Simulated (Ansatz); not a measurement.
## Ca3AsF3: complex band structure: band edges

Ansatz 0.2.0; LDA DFT, plane waves, PAW files.

The structure was built from a prototype and need not be the compound's stable phase.

Symmetry: Pm-3m, No. 221, cubic system. Conventional cell: a = 5.232 Å, b = 5.232 Å, c = 5.232 Å, α = 90.00°, β = 90.00°, γ = 90.00°. Nearest to Ca lie 2 As at 2.62 Å and 4 F at 2.62 Å. Nearest to As lie 6 Ca at 2.62 Å. Nearest to F lie 4 Ca at 2.62 Å. It derives from Ca3AsCl3. F for Cl in the Ca3AsCl3 structure of space group Pm-3m. Farther neighbours and most contacts between anions are not listed.

This step gave:

- Fermi energy: 5.420 eV
- gap on the k-mesh: 1.954 eV
- gap on path: 1.954 eV, by band count; negative where bands overlap
- direct gap on path: 1.954 eV
- edge places on path: 0, 0 1/A along the path

Levels at VBM (eV): -4.53, -4.53, -4.53, -4.27, -4.27, -4.27, -3.79, -3.79, -3.79, 0.00, 0.00, 0.00, 1.95, 2.00, 2.00, 2.00, 4.22, 4.22, 4.86.

Electrostatic potential energy in the ac plane at fractional y = 0.000, with atoms of Ca and As and F within 0.2 Å of it. With pseudopotentials it is smooth inside the atoms' cores, unlike the true potential.

Ten even steps from '_' (-59 eV) to '@' (9 eV), each cell a mean:
```
@@%%##@@%%++..__::##%%%%##@@
####%%@@@@##++==**%%@@@@####
%%%%@@@@@@%%%%%%%%@@@@@@@@%%
%%@@@@@@@@@@@@@@@@@@@@@@@@%%
**##%%@@@@@@@@@@@@@@@@@@%%##
..==##@@@@@@++==##@@@@%%**::
__::**@@@@##--::==@@@@%%==__
__::##@@@@%%==--++@@@@%%++..
==**%%@@@@@@%%##@@@@@@%%##++
%%%%@@@@@@@@@@@@@@@@@@@@@@%%
%%@@@@@@@@@@@@@@@@@@@@@@@@@@
##%%@@@@@@%%##**##%%@@@@%%##
@@##%%@@%%**::::==##@@%%##%%
@@@@##%%%%==____..**%%%%##@@
```
Columns run along a (5.2 Å; values clipped at the 3rd and 97th percentile), rows up along c (5.2 Å). Atoms in or near the plane, at fractional coordinates: Ca at (0.50, 0.00), Ca at (0.00, 0.50), As at (0.00, 0.00), F at (0.50, 0.50).

Valence density in the ac plane at fractional y = 0.000, with atoms of Ca and As and F within 0.2 Å of it. It is the smooth field of the valence electrons, not physical close to the nuclei.

Ten steps, logarithmic in the rise over the least value, from '_' (0 e/Å³) to '@' (27 e/Å³), each cell a mean:
```
@@**--....==****++--..::==%%
++--::..__::====--..__..::==
::....______....________..::
....______________________..
--::______..::::..______..--
++==::____::++**==..____--++
**++--__..==##%%**::__..==**
**++::__..--**##++::__..==**
==--..____..--==::..____::==
::..________....__________..
....____________________....
--::..____..::--::____..::--
##++::....--++++==::....--**
@@##--..::==****++--..::++@@
```
Columns run along a (5.2 Å), rows up along c (5.2 Å). Atoms in or near the plane, at fractional coordinates: Ca at (0.50, 0.00), Ca at (0.00, 0.50), As at (0.00, 0.00), F at (0.50, 0.50).

ELF in the ac plane at fractional y = 0.000, with atoms of Ca and As and F within 0.2 Å of it. It is the smooth field of the valence electrons, not physical close to the nuclei.

Ten even steps from '0' (0.04) to '9' (0.86), each cell a mean:
```
14752899952762
67861599722886
77850023102787
22210011000222
64100477620025
99403898860179
99704876871399
99603887971299
87201688840058
31100134300012
55640000001565
78861267412887
36851799942774
13753899962761
```
Columns run along a (5.2 Å), rows up along c (5.2 Å). Atoms in or near the plane, at fractional coordinates: Ca at (0.50, 0.00), Ca at (0.00, 0.50), As at (0.00, 0.00), F at (0.50, 0.50).

What was run to get this?

The system, level and task follow from the heading and the kind of results. Meshes, cutoffs and thresholds can't be read from the results; these are the ones that the run used.

Contents of input.yaml:

```yaml
crystal:
  lattice:
    - [5.2321382056, 0.0, 0.0]
    - [0.0, 5.2321382056, 0.0]
    - [0.0, 0.0, 5.2321382056]
  atoms:
    - { symbol: Ca, position: [0.5, 0.0, 0.0] }
    - { symbol: Ca, position: [0.0, 0.5, 0.0] }
    - { symbol: Ca, position: [0.0, 0.0, 0.5] }
    - { symbol: As, position: [0.0, 0.0, 0.0] }
    - { symbol: F, position: [0.5, 0.0, 0.5] }
    - { symbol: F, position: [0.5, 0.5, 0.0] }
    - { symbol: F, position: [0.0, 0.5, 0.5] }
kpoints:
  mp_grid: { grid: [4, 4, 4] }
  band_path: { path: [VBM, CBM], npoints: 30 }
scf:
  occupations: { method: fixed }
hamiltonian:
  xc: lda
output:
  eigenvalues: true
  write_potential: true
  write_density: true
  volumetric_format: npy
  elf: true
```

Command:

```bash
ansatz run input.yaml --threads 2 --pin off --max-ram 4096MiB --backend cpu --events-out ev --progress --plain --runs-dir out
```

[Logs are printed without paths, hosts, clocks, repeated set-up lines and the standing remarks that a program may print on its own settings, such as how far it seeks lower states.]

[Hosts, paths, dates, database ids (printed as entryN), source tags and the programs' standing remarks are cut or masked in the printed files.]
